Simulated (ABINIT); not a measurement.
**A GW chain in ABINIT: SnO2 (Cassiterite)**

Aim: the G0W0 gap of SnO2 (Cassiterite) on LDA, step by step.

Main program and level: ABINIT 10.8.3; LDA and many-body steps on it, plane waves.

**The experiments to reproduce.**

- Gap 3.6 eV: experimental gap quoted from earlier work; bulk crystal (quoted in “Study on the Photocatalytic Properties of Flower-Shaped SnO2”, 2022, pmc:9565917).

### Step 1. The structure

The structure is tetragonal, space group P4_2/mnm (No. 136). Conventional cell: a = 4.738 Å, b = 4.738 Å, c = 3.187 Å, α = 90.00°, β = 90.00°, γ = 90.00°. Nearest to Sn lie 6 O at 2.05 to 2.06 Å. Nearest to O lie 3 Sn at 2.05 to 2.06 Å. Farther neighbours and most contacts between anions are not listed.

The cell and positions come from the Crystallography Open Database and are kept as given unless a step says otherwise.

### Step 2. Ground state

This step: ABINIT 10.8.3; DFT, LDA, plane waves, norm-conserving pseudopotentials.

The ground-state density comes first.

File run.abi:

```
acell 3*1.0 Angstrom
rprim 
  4.738000000000 0.000000000000 0.000000000000
  0.000000000000 4.738000000000 0.000000000000
  0.000000000000 0.000000000000 3.186500000000
ntypat 2
znucl 50 8
natom 6
typat 1 1 2 2 2 2
xred 
  0.000000000000 0.000000000000 0.000000000000
  0.500000000000 0.500000000000 0.500000000000
  0.307100000000 0.307100000000 0.000000000000
  0.192900000000 0.807100000000 0.500000000000
  0.692900000000 0.692900000000 0.000000000000
  0.807100000000 0.192900000000 0.500000000000
pp_dirpath "pseudos"
pseudos "Sn.upf, O.upf"
ecut 42
ngkpt 4 4 6
nshiftk 1
shiftk 0 0 0
kptopt 1
chksymbreak 0
nband 41
occopt 1
tolvrs 1e-10
nstep 60
prtwf 0
optforces 0
optstress 0
indata_prefix "in"
outdata_prefix "out"
tmpdata_prefix "tmp"
```

The run is started by

```console
OMP_NUM_THREADS=1 mpirun -n 4 abinit run.abi > log
```

Numbers of over 12 decimals in the logs are rounded to 6 here.

The program printed:

```text
.Version 10.8.3 of ABINIT. v10.8.2 released Aug 2026.

 Symmetries : space group P4_2/m n m (#136); Bravais tP (primitive tetrag.)
================================================================================
 Values of the parameters that define the memory need of the present run
     intxc =       0    ionmov =       0      iscf =       7    lmnmax =       6
     lnmax =       6     mgfft =      54  mpssoang =       3    mqgrid =    3001
     natom =       6  nloc_mem =       1    nspden =       1   nspinor =       1
    nsppol =       1      nsym =      16    n1xccc =    2501    ntypat =       2
    occopt =       1   xclevel =       1
-    mband =          41        mffmem =           1         mkmem =           6
       mpw =        6296          nfft =      104976          nkpt =          24
================================================================================
  Rough estimation (10% accuracy) of disk space for files :
================================================================================

--------------------------------------------------------------------------------
------------- Echo of variables that govern the present computation ------------
--------------------------------------------------------------------------------
 -outvars: echo values of preprocessed input variables --------
            acell      1.8897261259E+00  1.8897261259E+00  1.8897261259E+00 Bohr

      chksymbreak           0
             ecut      4.20000000E+01 Hartree
-          fftalg         312

              ixc       -1012
              kpt      0.00000000E+00  0.00000000E+00  0.00000000E+00
                       2.50000000E-01  0.00000000E+00  0.00000000E+00
                       5.00000000E-01  0.00000000E+00  0.00000000E+00
                       2.50000000E-01  2.50000000E-01  0.00000000E+00
                       5.00000000E-01  2.50000000E-01  0.00000000E+00
                       5.00000000E-01  5.00000000E-01  0.00000000E+00
                       0.00000000E+00  0.00000000E+00  1.66666667E-01
                       2.50000000E-01  0.00000000E+00  1.66666667E-01
                       5.00000000E-01  0.00000000E+00  1.66666667E-01
   [... 13 further rows ...]
                       5.00000000E-01  2.50000000E-01  5.00000000E-01
                       5.00000000E-01  5.00000000E-01  5.00000000E-01
         kptrlatt        4    0    0      0    4    0      0    0    6
          kptrlen      3.58140895E+01
P           mkmem           6
            natom           6
            nband          41
            ngfft          54      54      36
             nkpt          24
            nstep          60
             nsym          16
           ntypat           2
              occ      2.000000  2.000000  2.000000  2.000000  2.000000  2.000000
                       2.000000  2.000000  2.000000  2.000000  2.000000  2.000000
                       2.000000  2.000000  2.000000  2.000000  2.000000  2.000000
                       2.000000  2.000000  2.000000  2.000000  2.000000  2.000000
                       2.000000  2.000000  2.000000  2.000000  2.000000  2.000000
                       2.000000  2.000000  2.000000  2.000000  0.000000  0.000000
                       0.000000  0.000000  0.000000  0.000000  0.000000
        optforces           0
        optstress           0
            prtwf           0
            rprim      4.7380000000E+00  0.0000000000E+00  0.0000000000E+00
[...]
spgroup         136

           tolvrs      1.00000000E-10

             xred      0.0000000000E+00  0.0000000000E+00  0.0000000000E+00
[...]
znucl       50.00000    8.00000

================================================================================

 chkinp: Checking input parameters for consistency.

================================================================================
== DATASET  1 ==================================================================
-   mpi_nproc: 4, omp_nthreads: 1 (-1 if OMP is not activated)

--- !DatasetInfo
iteration_state: {dtset: 1, }
dimensions: {natom: 6, nkpt: 24, mband: 41, nsppol: 1, nspinor: 1, nspden: 1, mpw: 6296, }
cutoff_energies: {ecut:  42.0, pawecutdg:  -1.0, }
electrons: {nelect:   6.80000000E+01, charge:   0.00000000E+00, occopt:   1.00000000E+00, tsmear:   1.00000000E-02, }

 Real(R)+Recip(G) space primitive vectors, cartesian coordinates (Bohr,Bohr^-1):
 R(1)=  8.9535224  0.0000000  0.0000000  G(1)=  0.1116879  0.0000000  0.0000000
 R(2)=  0.0000000  8.9535224  0.0000000  G(2)=  0.0000000  0.1116879  0.0000000
 R(3)=  0.0000000  0.0000000  6.0216123  G(3)=  0.0000000  0.0000000  0.1660685
 Unit cell volume ucvol=  4.8272594E+02 bohr^3
 Angles (23,13,12)=  9.00000000E+01  9.00000000E+01  9.00000000E+01 degrees

 getcut: wavevector=  0.0000  0.0000  0.0000  ngfft=  54  54  36
         ecut(hartree)=     42.000   => boxcut(ratio)=   2.04927

--- Pseudopotential description ------------------------------------------------
- Sn Generated using ONCVPSP code by D. R. Hamann
- 50.00000  22.00000  180309                  znucl, zion, pspdat
12 -1012 2 -1 1608                            pspcod,pspxc,lmax,lloc,mmax
     nproj     2     2     2
  pspatm : epsatm=   27.51067946
         --- l  ekb(1:nproj) -->
[...]
pspatm: atomic psp has been read  and splines computed

- O Generated using ONCVPSP code by D. R. Hamann
-  8.00000   6.00000  201201                  znucl, zion, pspdat
12 -1012 2 -1 926                             pspcod,pspxc,lmax,lloc,mmax
     nproj     2     2     1
  pspatm : epsatm=    6.24525921
         --- l  ekb(1:nproj) -->
[...]
2   -1.033686
 pspatm: atomic psp has been read  and splines computed

   5.44016291E+03                                ecore*ucvol(ha*bohr**3)
--------------------------------------------------------------------------------

_setup2: Arith. and geom. avg. npw (full set) are    6276.344    6276.333

================================================================================

--- !BeginCycle
iteration_state: {dtset: 1, }
solver: {iscf: 7, nstep: 60, nline: 4, wfoptalg: 0, }
tolerances: {tolvrs: 1.00E-10, }

     iter   Etot(hartree)      deltaE(h)  residm     vres2
 ETOT  1  -508.29803150957    -5.083E+02 2.557E-01 1.211E+03
 ETOT  2  -508.68832197601    -3.903E-01 2.957E-02 1.227E+03
 ETOT  3  -509.13784777734    -4.495E-01 4.616E-02 1.807E+01
 ETOT  4  -509.14310385144    -5.256E-03 5.243E-03 1.510E+00
 ETOT  5  -509.14363018621    -5.263E-04 2.157E-03 1.171E-01
 ETOT  6  -509.14366306332    -3.288E-05 8.505E-04 2.087E-03
 ETOT  7  -509.14366348948    -4.262E-07 8.046E-04 8.021E-06
 ETOT  8  -509.14366349218    -2.704E-09 4.699E-04 3.385E-07
 ETOT  9  -509.14366349225    -6.764E-11 3.493E-04 2.432E-08
 ETOT 10  -509.14366349225    -3.979E-12 2.756E-04 4.362E-10
 ETOT 11  -509.14366349227    -1.296E-11 2.405E-04 1.476E-12

 At SCF step   11       vres2   =  1.48E-12 < tolvrs=  1.00E-10 =>converged.

--- !ResultsGS
iteration_state: {dtset: 1, }
comment   : Summary of ground state results
lattice_vectors:
- [  8.9535224,   0.0000000,   0.0000000, ]
- [  0.0000000,   8.9535224,   0.0000000, ]
- [  0.0000000,   0.0000000,   6.0216123, ]
lattice_lengths: [   8.95352,    8.95352,    6.02161, ]
lattice_angles: [ 90.000,  90.000,  90.000, ] # degrees, (23, 13, 12)
lattice_volume:   4.8272594E+02
convergence: {deltae: -1.296E-11, res2:  1.476E-12, residm:  2.405E-04, diffor:  0.000E+00, }
etotal    :  -5.09143663E+02
entropy   :   0.00000000E+00
fermie    :   2.34361684E-01
cartesian_stress_tensor: null
pressure_GPa: null
xred      :
- [  0.0000E+00,   0.0000E+00,   0.0000E+00, Sn]
- [  5.0000E-01,   5.0000E-01,   5.0000E-01, Sn]
- [  3.0710E-01,   3.0710E-01,   0.0000E+00,  O]
- [  1.9290E-01,   8.0710E-01,   5.0000E-01,  O]
- [  6.9290E-01,   6.9290E-01,   0.0000E+00,  O]
- [  8.0710E-01,   1.9290E-01,   5.0000E-01,  O]
cartesian_forces: null
force_length_stats: {min: null, max: null, mean: null, }

 Integrated electronic density in atomic spheres:
 ------------------------------------------------
 Atom  Sphere_radius  Integrated_density
[...]
================================================================================

 ----iterations are completed or convergence reached----

 Mean square residual over all n,k,spin=   73.674E-08; max=  24.054E-05
 reduced coordinates (array xred) for    6 atoms
[...]
0.500000000000      0.500000000000      0.500000000000
       0.307100000000      0.307100000000      0.000000000000
       0.192900000000      0.807100000000      0.500000000000
       0.692900000000      0.692900000000      0.000000000000
       0.807100000000      0.192900000000      0.500000000000
 rms dE/dt=  0.0000E+00; max dE/dt=  0.0000E+00; dE/dt below (all hartree)
    1       0.000000000000      0.000000000000      0.000000000000
    2       0.000000000000      0.000000000000      0.000000000000
    3       0.000000000000      0.000000000000      0.000000000000
    4       0.000000000000      0.000000000000      0.000000000000
    5       0.000000000000      0.000000000000      0.000000000000
    6       0.000000000000      0.000000000000      0.000000000000

 cartesian coordinates (angstrom) at end:
    1      0.000000     0.000000     0.000000
    2      2.369000     2.369000     1.593250
    3      1.455040     1.455040     0.000000
    4      0.913960     3.824040     1.593250
    5      3.282960     3.282960     0.000000
    6      3.824040     0.913960     1.593250
 length scales=  1.889726125908  1.889726125908  1.889726125908 bohr
              =  1.000000000000  1.000000000000  1.000000000000 angstroms
 prteigrs : about to open file out_EIG
 Fermi (or HOMO) energy (hartree) =   0.23436   Average Vxc (hartree)=  -0.44613
 Eigenvalues (hartree) for nkpt=  24  k points:
 kpt#   1, nband= 41, wtk=  0.01042, kpt=  0.0000  0.0000  0.0000 (reduced coord)
  -4.44846   -4.44846   -2.82999   -2.82999   -2.82850   -2.82849   -2.82847   -2.82847
  -0.53875   -0.51202   -0.50113   -0.50067   -0.50067   -0.49679   -0.49538   -0.49200
  -0.49130   -0.49130   -0.45463   -0.38230   -0.38230   -0.31763   -0.06828    0.08160
   0.08160    0.08526    0.11758    0.15697    0.16102    0.18740    0.18740    0.20540
   0.20540    0.23436    0.27617    0.45059    0.45961    0.45961    0.60628    0.61397
   0.66947
 prteigrs : prtvol=0 or 1, do not print more k-points.

--- !EnergyTerms
iteration_state     : {dtset: 1, }
comment             : Components of total free energy in Hartree
kinetic             :  1.99956805665645E+02
hartree             :  1.58422334219532E+02
xc                  : -7.03646290123830E+01
Ewald energy        : -2.98339747503783E+02
psp_core            :  1.12696717790318E+01
local_psp           : -4.85225992420954E+02
non_local_psp       : -2.48621062193542E+01
total_energy        : -5.09143663492266E+02
total_energy_eV     : -1.38545048819818E+04
band_energy         : -6.19178517936292E+01

== END DATASET(S) ==============================================================
================================================================================

 -outvars: echo values of variables after computation  --------
           etotal     -5.0914366349E+02
            nband          41
             nkpt          24
          spgroup         136
 [... the other variables as echoed above ...]

 Calculation completed.
```

The job ended after 72 s (4 MPI ranks of Arm Neoverse V1, shared host; peak memory 0.41 GiB; 4.8 min of CPU time).

Numbers from this step:

* total energy: -13854.5049 eV
* gap: 1.138 eV
* k of the valence top: 0, 0, 0
* k of the conduction bottom: 0, 0, 0
* least direct gap: 1.138 eV

The gap is direct, at Γ.

(Continued in part 2 of 3.)

[Paths, hosts, dates, memory and timing lines, banners, echoed tables and standing remarks are left out of the program output.]

[Logs are printed without paths, hosts, clocks, repeated set-up lines and the standing remarks that a program may print on its own settings, such as how far it seeks lower states.]

[Runs of the session that timed out or met a known fault of the program may be left out.]

[Hosts, paths, dates, database ids (printed as entryN), source tags and the programs' standing remarks are cut or masked in the printed files.]

[G0W0 gaps are taken among the corrected bands and points alone; a level outside them can change the order at an edge.]

[Where Ansatz stands beside ABINIT at settings called matched, ABINIT's density can come from a denser mesh and the files from another edition; pairs whose starting gaps differed by over 0.03 eV were left out, so agreement reads better than it is.]
